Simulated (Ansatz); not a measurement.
## Ti (P6_3/mmc): phonon-mediated transition temperature

Aim: the phonon-mediated transition temperature of Ti (P6_3/mmc) at ambient pressure, over a range of μ*. The cell shown first is a relaxed one, from steps not shown here.

Program: Ansatz 0.2.0. Level of theory: DFT PBE, scalar-relativistic, plane waves, PAW; PAW set soft_1. Results are calculated unless marked as measured.

**1. The cell after earlier relaxation steps**

The structure is hexagonal, space group P6_3/mmc (No. 194). The conventional cell has a = 2.938 Å, b = 2.938 Å, c = 4.653 Å, α = 90.00°, β = 90.00°, γ = 120.00°. Nearest to Ti lie 12 Ti at 2.88 to 2.94 Å.

**2. Coupling and resistivity: q 6×6×3, k 12×12×9, scattering 24×24×12**

The run that gives the couplings also evaluates McMillan's and Allen and Dynes's formulas and, where asked, the Eliashberg equations, over a range of μ*.

input.yaml reads:

```yaml
crystal:
  lattice:
    - [2.9375799371, 0.0, 0.0]
    - [-1.4687899685, 2.5440188512, 0.0]
    - [0.0, 0.0, 4.6525729284]
  atoms:
    - { symbol: Ti, position: [0.3333333333, 0.6666666667, 0.25] }
    - { symbol: Ti, position: [0.6666666667, 0.3333333333, 0.75] }
kpoints:
  mp_grid: { grid: [12, 12, 9] }
hamiltonian:
  xc: pbe
  pseudopotentials: { kind: paw, azcp: { folder: soft_1 } }
scf:
  occupations: { method: methfessel_paxton, width: 0.2 }
output:
  eigenvalues: true
phonons:
  method: dfpt
  qmesh: [6, 6, 3]
  temperatures: { t_max: 1000, t_step: 50 }
  qpath:
    path:
      - [[0.0, 0.0, 0.0], [0.5, 0.0, 0.0], [0.33333333, 0.33333333, 0.0], [0.0, 0.0, 0.0], [0.0, 0.0, 0.5], [0.5, 0.0, 0.5], [0.33333333, 0.33333333, 0.5], [0.0, 0.0, 0.5]]
      - [[0.5, 0.0, 0.5], [0.5, 0.0, 0.0]]
    npoints: 6
  electrical_resistivity:
    mesh: [24, 24, 12]
    temperatures: [20.0, 50.0, 80.0, 100.0, 150.0, 200.0, 273.0, 300.0, 400.0, 500.0, 600.0, 800.0]
  superconductivity: { mesh: [24, 24, 12] }
```

On the command line:

```
$ ansatz run input.yaml --threads 16 --pin off --max-ram 92160MiB --backend cuda --events-out ev --progress --plain --runs-dir out --max-vram 78GiB
```

Numbers of over 12 decimals in the logs are rounded to 6 here.

What it wrote:

```text
Engine: ansatz 0.2.0, aarch64-unknown-linux-gnu
Pseudopotentials: kind: paw
Pseudopotential: Ti, paw, valence charge 12, recommended cutoff 420 eV (normal), soft_1/Ti.paw.azcp
Functional definition: PBE
  parameter kappa = 0.804
  parameter beta = 0.066725
  exchange = pbe_x(kappa = kappa, mu = beta*pi^2/3)
  correlation = pbe_c(beta = beta)
[...]
Crystal: 2 atoms, lattice volume = 34.770 Å³
Basis set: ecut = 420 eV, 687 PW (Γ), exchange–correlation on 40×40×64 points (8 copies of the dense FFT grid, shifted against one another)
Bands: 16, of which v1, the nominal top of the filled ones, is band 12 counted from 1 (11 counted from 0)
Symmetry: 24 space group operations
k-points: 95 of 1296
Non-local potential: Ti, projectors of the file, l = 0: 3, l = 1: 2, l = 2: 3, l = 3: 1
PAW form: soft (Blöchl's): semilocal exchange-correlation on the pseudo side does not see the compensation charge
PAW one-centre angular grid: Ti, 590 points (default); XC on 64 Gauss nodes
Initial density: superposition of atomic densities (chi_scale 0.1, normalization cell)
Initial wavefunctions: pseudopotential atomic-orbital guess
[...]
Functional: x = pbe(κ = 0.804, μ = 0.219515), c = pbe(β = 0.066725)
[...]
SCF iter   1: F=—  HF=-4999.731649 eV  |F-HF|=—  |Δ(HF+E_count)|=         —  Δρ=5.92e-2  dr2=1.27e0  ethr=3.10e-3  ⟨swp⟩=4.8  Hψ=12420  notcnv=0
automatic band count: the SCF goes on with 20 bands, as 16 were too few: they end inside the smearing window of the response
preconditioner: auto → none  [metal: Δε(μ)=0.017 eV  Ē_g=4.514 eV  σ=0.200 eV  W_gap=0.07  n_scr=8 (ndim 8)  ℏωp=17.8 eV  f_vac=0.000  D(μ)=1.65/eV (n_scr^D=22)  sad-step TF]
SCF iter   2: F=—  HF=-4999.470228 eV  |F-HF|=—  |Δ(HF+E_count)|=   2.61e-1  S|Δr|=    0.00e0  Δρ=3.45e-2  dr2=4.56e-1  ethr=3.10e-3  ⟨swp⟩=2.0  Hψ=3273  notcnv=0  defer=63
[...]
SCF iter   8: F=-4999.334902 eV  HF=-4999.334902 eV  |F-HF|=9.09e-13  |Δ(HF+E_count)|=  1.55e-11  S|Δr|=    0.00e0  Δρ=6.04e-8  dr2=3.59e-13  ethr=1.00e-12  ⟨swp⟩=6.3  Hψ=6583  notcnv=0
SCF 1 converged in 8 iterations: F = -4999.334902 eV  dr2 = 3.59e-13
  greatest PAW one-centre occupation: 0.999 electrons in one spin orbital (limit 2), on the Ti atom at site 0 (counted from 0), in its partial waves of l = 0
[...]
NSCF: frozen V_eff on 95 k-points, pencils in batches of 32, up to order 80
[...]
NSCF: frozen V_eff on 95 k-points
[...]
DFPT response loops at q = (0, 0, 0) (fractional): preconditioner auto → Kerker (q_TF=auto, 2.565 Å⁻¹) (partly filled bands, converged f_vac=0.000); β = 1.00, the filter's whole step (`scf.mixing.beta` (0.50) is not read by the response loops under this deck's `scf.mixing.preconditioner`; to damp them name `kerker` or `kerker_dos`, under which they read `scf.mixing.beta`, and type it under 1.00, their step now; both keys bind the ground state too); Anderson in place of MSR1; while a model of the screening serves, it and β = 1 on shorter waves in the place of filter and β
[...]
NSCF: frozen V_eff on 95 k-points
[...]
DFPT response loops at q = (0, 0, 0.333333) (fractional): mixed as the last ones told, above
[...]
DFPT response loops at q = (0, 0.166667, 0) (fractional): mixed as the last ones told, above
[...]
DFPT response loops at q = (0, 0.166667, 0.333333) (fractional): mixed as the last ones told, above
[...]
DFPT response loops at q = (0, 0.333333, 0) (fractional): mixed as the last ones told, above
[...]
DFPT response loops at q = (0, 0.333333, 0.333333) (fractional): mixed as the last ones told, above
[...]
DFPT response loops at q = (0, -0.5, 0) (fractional): mixed as the last ones told, above
[...]
DFPT response loops at q = (0, -0.5, 0.333333) (fractional): mixed as the last ones told, above
[...]
DFPT response loops at q = (0.166667, 0.166667, 0) (fractional): mixed as the last ones told, above
[...]
DFPT response loops at q = (0.166667, 0.166667, 0.333333) (fractional): mixed as the last ones told, above
[...]
DFPT response loops at q = (0.166667, 0.333333, 0) (fractional): mixed as the last ones told, above
[...]
SCF 2 converged in 8 iterations: F = -4999.334902 eV  dr2 = 3.49e-13
[...]
SCF converged after 8 iterations
[...]
mean free path at 20 K (of a tensor a third of its trace): 6534 nm by what each carries, 2764 by the Fermi surface alone
  mean free path at 50 K (of a tensor a third of its trace): 91.5 nm by what each carries, 59.0 by the Fermi surface alone
  Hall coefficient in a weak field at 50 K (a third of the trace): 2.305e-10 m³/C (as a tensor it moves by 15.5 % between the two finest meshes); by each state's relaxation time: 1.492e-10 m³/C; by a constant relaxation time: -2.035e-11 m³/C
  mean free path at 80 K (of a tensor a third of its trace): 21.8 nm by what each carries, 17.2 by the Fermi surface alone
  Hall coefficient in a weak field at 80 K (a third of the trace): 7.457e-11 m³/C (as a tensor it moves by 17.9 % between the two finest meshes); by each state's relaxation time: 4.454e-11 m³/C; by a constant relaxation time: -2.107e-11 m³/C
  mean free path at 100 K (of a tensor a third of its trace): 13.2 nm by what each carries, 11.0 by the Fermi surface alone
  Hall coefficient in a weak field at 100 K (a third of the trace): 3.791e-11 m³/C (as a tensor it moves by 14.9 % between the two finest meshes); by each state's relaxation time: 2.325e-11 m³/C; by a constant relaxation time: -2.142e-11 m³/C
  mean free path at 150 K (of a tensor a third of its trace): 6.57 nm by what each carries, 5.76 by the Fermi surface alone
  Hall coefficient in a weak field at 150 K (a third of the trace): 8.896e-12 m³/C (as a tensor it moves by 10.3 % between the two finest meshes); by each state's relaxation time: 6.222e-12 m³/C; by a constant relaxation time: -2.194e-11 m³/C
  mean free path at 200 K (of a tensor a third of its trace): 4.44 nm by what each carries, 3.95 by the Fermi surface alone
  Hall coefficient in a weak field at 200 K (a third of the trace): 9.982e-13 m³/C (as a tensor it moves by 8.3 % between the two finest meshes); by each state's relaxation time: 6.892e-13 m³/C; by a constant relaxation time: -2.229e-11 m³/C
  mean free path at 273 K (of a tensor a third of its trace): 3.06 nm by what each carries, 2.74 by the Fermi surface alone
  Hall coefficient in a weak field at 273 K (a third of the trace): -5.000e-12 m³/C (as a tensor it moves by 6.0 % between the two finest meshes); by each state's relaxation time: -4.383e-12 m³/C; by a constant relaxation time: -2.287e-11 m³/C
  mean free path at 300 K (of a tensor a third of its trace): 2.76 nm by what each carries, 2.46 by the Fermi surface alone
  Hall coefficient in a weak field at 300 K (a third of the trace): -6.806e-12 m³/C (as a tensor it moves by 5.4 % between the two finest meshes); by each state's relaxation time: -6.032e-12 m³/C; by a constant relaxation time: -2.314e-11 m³/C
  mean free path at 400 K (of a tensor a third of its trace): 2.02 nm by what each carries, 1.79 by the Fermi surface alone
  Hall coefficient in a weak field at 400 K (a third of the trace): -1.288e-11 m³/C (as a tensor it moves by 3.5 % between the two finest meshes); by each state's relaxation time: -1.179e-11 m³/C; by a constant relaxation time: -2.440e-11 m³/C
  mean free path at 500 K (of a tensor a third of its trace): 1.60 nm by what each carries, 1.41 by the Fermi surface alone
  Hall coefficient in a weak field at 500 K (a third of the trace): -1.836e-11 m³/C (as a tensor it moves by 2.2 % between the two finest meshes); by each state's relaxation time: -1.714e-11 m³/C; by a constant relaxation time: -2.593e-11 m³/C
  mean free path at 600 K (of a tensor a third of its trace): 1.33 nm by what each carries, 1.17 by the Fermi surface alone
  Hall coefficient in a weak field at 600 K (a third of the trace): -2.322e-11 m³/C (as a tensor it moves by 1.7 % between the two finest meshes); by each state's relaxation time: -2.195e-11 m³/C; by a constant relaxation time: -2.740e-11 m³/C
  mean free path at 800 K (of a tensor a third of its trace): 0.992 nm by what each carries, 0.862 by the Fermi surface alone
  Hall coefficient in a weak field at 800 K (a third of the trace): -3.015e-11 m³/C (as a tensor it moves by 2.4 % between the two finest meshes); by each state's relaxation time: -2.896e-11 m³/C; by a constant relaxation time: -2.874e-11 m³/C
  the resistivity times a path that all electrons share, by the Fermi surface of the deck's mesh alone (a third of the trace): 1.179e-15 Ω·m²
  not converged in the mesh (λ; λ_tr; the resistivity at 20 K by 33.21 %; the resistivity at 50 K by 13.53 %; the resistivity at 80 K by 4.51 %; the resistivity at 100 K by 2.16 %; the resistivity at 150 K by 2.17 %; the resistivity at 800 K by 2.79 %): between neighbouring meshes, the two finest first, λ moves by 2.57 % and 22.67 %, λ_tr by 1.88 % and 18.21 % and the resistivity by up to 33.21 % and 50.71 %; an estimate, no bound, puts it up to 6.3e-7 % above the Boltzmann equation's exact value after up to 8 iterations (at most 30 are made, fewer where the estimate is under 1.0e-6 % of each spin channel's own resistivity)
  vibrations of 108 cells: unjudged by the run; compare a larger repeat
  the changes of the potential over all sites missed a rigid shift's by 0.00 % (the site terms' by 0.00 %)
  at the force constants' own smearing the fine mesh and the k-points of their solves give squared frequencies that differ by 4.2 % of the larger at the most, at (0.3333, 0.3333, 0.3333)
--- Superconductivity: potentials and phonons of a 6×6×3 supercell ---
           mesh         λ    ħω_log (meV)  μ* declared at (meV)
       24×24×12    0.5509          16.279               19.645
        12×12×6    0.5368          16.408               19.593
          6×6×3    0.6585          18.081               20.750
  λ by the species' shares of the modes' patterns: Ti 0.5509
  with the Fermi level up to 35.1 meV (the hardest mode) off, states and modes as they are: density of states 0.8557 to 1.0016 /eV of one spin and cell, λ 0.5098 to 0.6300
  transition temperature on the deck's mesh (K), isotropic and anisotropic, restricted to the Fermi surface (FSR) and over the full bandwidth (FBW), and the last with the density of states resolved in a narrower window:
        μ*   McMillan   Allen–Dynes      iso. FSR      iso. FBW    aniso. FSR    aniso. FBW  narrow window
      0.08      4.149         4.269         3.921         3.914         4.184         4.216          4.209
      0.10      3.283         3.369         3.008         3.004         3.282         3.308          3.300
      0.12      2.515         2.575         2.235         2.235         2.515         2.539          2.529
      0.13      2.171         2.220         1.900         1.903         2.180         2.205          2.193
      0.14      1.853         1.894         1.598         1.605         1.878         1.903          1.890
      0.16      1.300         1.326         1.092         1.104         1.365         1.391          1.376
      0.20      0.523         0.532         0.426         0.443         0.664         0.691          0.673
  isotope coefficients −∂ln Tc/∂ln M under μ* = 0.13, the force constants as they are, of the isotropic transitions restricted to the Fermi surface and over the full bandwidth: Ti 0.358 and 0.358
  gaps at the Fermi level over the full bandwidth under μ* = 0.1, 0.827 K: 0.291 to 0.653 meV
  gaps at the Fermi level over the full bandwidth under μ* = 0.13, 0.551 K: 0.171 to 0.452 meV
  gaps at the Fermi level over the full bandwidth under μ* = 0.16, 0.348 K: 0.091 to 0.298 meV
  not converged in the mesh (λ, the transition temperature): between neighbouring meshes, the two finest first, λ moves by 2.57 % and 22.67 % and the anisotropic transition temperature over the full bandwidth at μ* = 0.13 by 13.66 % and 144.92 %; converged means that the two finest part by at most 2.00 % and 5.00 %
  vibrations of 108 cells: unjudged by the run; compare a larger repeat
  the changes of the potential over all sites missed a rigid shift's by 0.00 % (the site terms' by 0.00 %)
  at the force constants' own smearing the fine mesh and the k-points of their solves give squared frequencies that differ by 4.2 % of the larger at the most, at (0.3333, 0.3333, 0.3333)
```

It took 1.7 min on 1 × NVIDIA GB200 with 16 threads of Arm Neoverse V2, shared host; peak memory 7.4 GiB; 14 min of CPU time.

Reading the cycles: dr2 is the Hartree energy of the density residual (eV), the measure of convergence; HF is the Harris–Foulkes estimate of the energy, which meets the free energy F at convergence.

Numbers from this step:

```yaml
volume_per_atom: 17.38 Å³/atom
metallic_on_mesh: yes
gap_on_the_k_mesh: 0 eV
zero_point_energy: 0.06723 eV/cell
share_of_imaginary_modes_in_the_plain_interpolation_between_solved_wavevectors: 0
highest_frequency_solved_or_plainly_interpolated: 281.9 cm⁻¹
debye_temperature_second_moment: 351 K
resistivity_at_300_k: 47.96 μΩ cm, mean of the axes
coupling_constant_lambda: 0.5509
density_of_states_at_the_fermi_level: 0.899 states/eV a spin and cell
log_mean_phonon_energy_omega_log: 16.28 meV
transport_coupling_constant_lambda_tr: 0.5991, 0.5991, 0.6461 (xx, yy, zz)
drude_plasma_energy: 3.797, 3.797, 3.84 eV (xx, yy, zz)
resistivity_times_mean_free_path: 12.51, 12.51, 10.34 × 10⁻¹⁶ Ω m² (xx, yy, zz)
second_moment_phonon_energy_omega: 19.64 meV
coupling_lambda_by_branch: 0.187, 0.122, 0.0564, 0.0677, 0.0593, 0.0581 (branches by rank of frequency)
```

Transition temperatures:

```tsv
μ*	McMillan Tc (K)	Allen–Dynes Tc (K)	isotropic Fermi-surface Tc (K)	isotropic full bandwidth Tc (K)	anisotropic Fermi-surface Tc (K)	anisotropic full bandwidth Tc (K)	anisotropic narrow window Tc (K)
0.08	4.15	4.27	3.92	3.91	4.18	4.22	4.21
0.1	3.28	3.37	3.01	3	3.28	3.31	3.3
0.12	2.52	2.58	2.23	2.24	2.51	2.54	2.53
0.13	2.17	2.22	1.9	1.9	2.18	2.21	2.19
0.14	1.85	1.89	1.6	1.6	1.88	1.9	1.89
0.16	1.3	1.33	1.09	1.1	1.36	1.39	1.38
0.2	0.523	0.532	0.426	0.443	0.664	0.691	0.673
```

**3. Resistivity: q 6×6×3, k 18×18×12, scattering 30×30×16**

The next rung changes the k mesh of the density and its response; the scattering mesh, which samples the Fermi surface.

input.yaml: that of step 2 with these lines changed.

```diff
@@ -9,3 +9,3 @@
 kpoints:
-  mp_grid: { grid: [12, 12, 9] }
+  mp_grid: { grid: [18, 18, 12] }
 hamiltonian:
@@ -27,4 +27,4 @@
   electrical_resistivity:
-    mesh: [24, 24, 12]
+    mesh: [30, 30, 16]
     temperatures: [20.0, 50.0, 80.0, 100.0, 150.0, 200.0, 273.0, 300.0, 400.0, 500.0, 600.0, 800.0]
-  superconductivity: { mesh: [24, 24, 12] }
+  superconductivity: { mesh: [30, 30, 16] }
```

What it wrote:

```text
[...]
Crystal: 2 atoms, lattice volume = 34.770 Å³
Basis set: ecut = 420 eV, 687 PW (Γ), exchange–correlation on 40×40×64 points (8 copies of the dense FFT grid, shifted against one another)
Bands: 16, of which v1, the nominal top of the filled ones, is band 12 counted from 1 (11 counted from 0)
Symmetry: 24 space group operations
k-points: 259 of 3888
[...]
SCF iter   1: F=—  HF=-4999.731890 eV  |F-HF|=—  |Δ(HF+E_count)|=         —  Δρ=5.91e-2  dr2=1.27e0  ethr=3.10e-3  ⟨swp⟩=4.6  Hψ=33577  notcnv=0
[...]
SCF iter   2: F=—  HF=-4999.469942 eV  |F-HF|=—  |Δ(HF+E_count)|=   2.62e-1  S|Δr|=    0.00e0  Δρ=3.45e-2  dr2=4.55e-1  ethr=3.10e-3  ⟨swp⟩=2.0  Hψ=8824  notcnv=0  defer=257
[...]
SCF iter   8: F=-4999.335354 eV  HF=-4999.335354 eV  |F-HF|=1.82e-12  |Δ(HF+E_count)|=  3.37e-11  S|Δr|=    0.00e0  Δρ=6.51e-8  dr2=4.55e-13  ethr=1.00e-12  ⟨swp⟩=8.1  Hψ=19632  notcnv=0
SCF 1 converged in 8 iterations: F = -4999.335354 eV  dr2 = 4.55e-13
[...]
NSCF: frozen V_eff on 259 k-points, pencils in batches of 32, up to order 80
[...]
NSCF: frozen V_eff on 259 k-points
[...]
SCF 2 converged in 8 iterations: F = -4999.335354 eV  dr2 = 4.51e-13
[...]
SCF converged after 8 iterations
[...]
not converged in the mesh (λ; the resistivity at 20 K by 7.32 %; the resistivity at 100 K by 2.16 %; the resistivity at 150 K by 2.43 %; the resistivity at 200 K by 2.47 %; the resistivity at 273 K by 2.55 %; the resistivity at 300 K by 2.58 %; the resistivity at 400 K by 2.69 %; the resistivity at 500 K by 2.75 %; the resistivity at 600 K by 2.76 %; the resistivity at 800 K by 2.81 %): between neighbouring meshes, [...]
  vibrations of 108 cells: unjudged by the run; compare a larger repeat
[...]
--- Superconductivity: potentials and phonons of a 6×6×3 supercell ---
           mesh         λ    ħω_log (meV)  μ* declared at (meV)
       30×30×16    0.5505          16.297               19.675
        15×15×8    0.5622          16.251               19.644
  λ by the species' shares of the modes' patterns: Ti 0.5505
[...]
0.08      4.143         4.263         3.915         3.918         4.175         4.216          4.209
      0.10      3.277         3.363         3.002         3.005         3.272         3.306          3.298
      0.12      2.510         2.570         2.229         2.234         2.504         2.535          2.524
      0.13      2.165         2.215         1.895         1.902         2.170         2.200          2.188
      0.14      1.848         1.888         1.593         1.603         1.867         1.897          1.884
      0.16      1.296         1.322         1.088         1.101         1.354         1.384          1.368
      0.20      0.520         0.529         0.423         0.440         0.654         0.683          0.665
[...]
vibrations of 108 cells: unjudged by the run; compare a larger repeat
[...]
```

Elapsed: 2.6 min, on 1 × NVIDIA GB200 with 16 threads; peak memory 17 GiB; 25 min of CPU time.

Numbers from this step:

* zero-point energy: 0.06739 eV/cell
* highest frequency, solved or plainly interpolated: 283.1 cm⁻¹
* Debye temperature (second moment): 352 K
* resistivity at 300 K: 47.93 μΩ cm, mean of the axes
* coupling constant λ: 0.5505
* density of states at the Fermi level: 0.8991 states/eV a spin and cell
* log mean phonon energy ħω_log: 16.3 meV
* transport coupling constant λ_tr: 0.6005, 0.6005, 0.6468 (xx, yy, zz)
* Drude plasma energy: 3.78, 3.78, 3.876 eV (xx, yy, zz)
* resistivity times mean free path: 12.7, 12.7, 10.11 × 10⁻¹⁶ Ω m² (xx, yy, zz)
* second-moment phonon energy ħω₂: 19.68 meV
* coupling λ by branch: 0.187, 0.121, 0.0565, 0.0688, 0.0594, 0.0582 (branches by rank of frequency)

Transition temperatures:

```tsv
μ*	McMillan Tc (K)	Allen–Dynes Tc (K)	isotropic Fermi-surface Tc (K)	isotropic full bandwidth Tc (K)	anisotropic Fermi-surface Tc (K)	anisotropic full bandwidth Tc (K)	anisotropic narrow window Tc (K)
0.08	4.14	4.26	3.91	3.92	4.17	4.22	4.21
0.1	3.28	3.36	3	3	3.27	3.31	3.3
0.12	2.51	2.57	2.23	2.23	2.5	2.53	2.52
0.13	2.17	2.21	1.89	1.9	2.17	2.2	2.19
0.14	1.85	1.89	1.59	1.6	1.87	1.9	1.88
0.16	1.3	1.32	1.09	1.1	1.35	1.38	1.37
0.2	0.52	0.529	0.423	0.44	0.654	0.683	0.665
```

The value for the log mean phonon energy ħω_log stays at 16.3 meV, as in step 2 (changed since: k-mesh 18×18×12 and scattering mesh 30×30×16).

[end of part 1 of 2]

[Logs are printed without paths, hosts, clocks, repeated set-up lines and the standing remarks that a program may print on its own settings, such as how far it seeks lower states.]

[Hosts, paths, dates, database ids (printed as entryN), source tags and the programs' standing remarks are cut or masked in the printed files.]
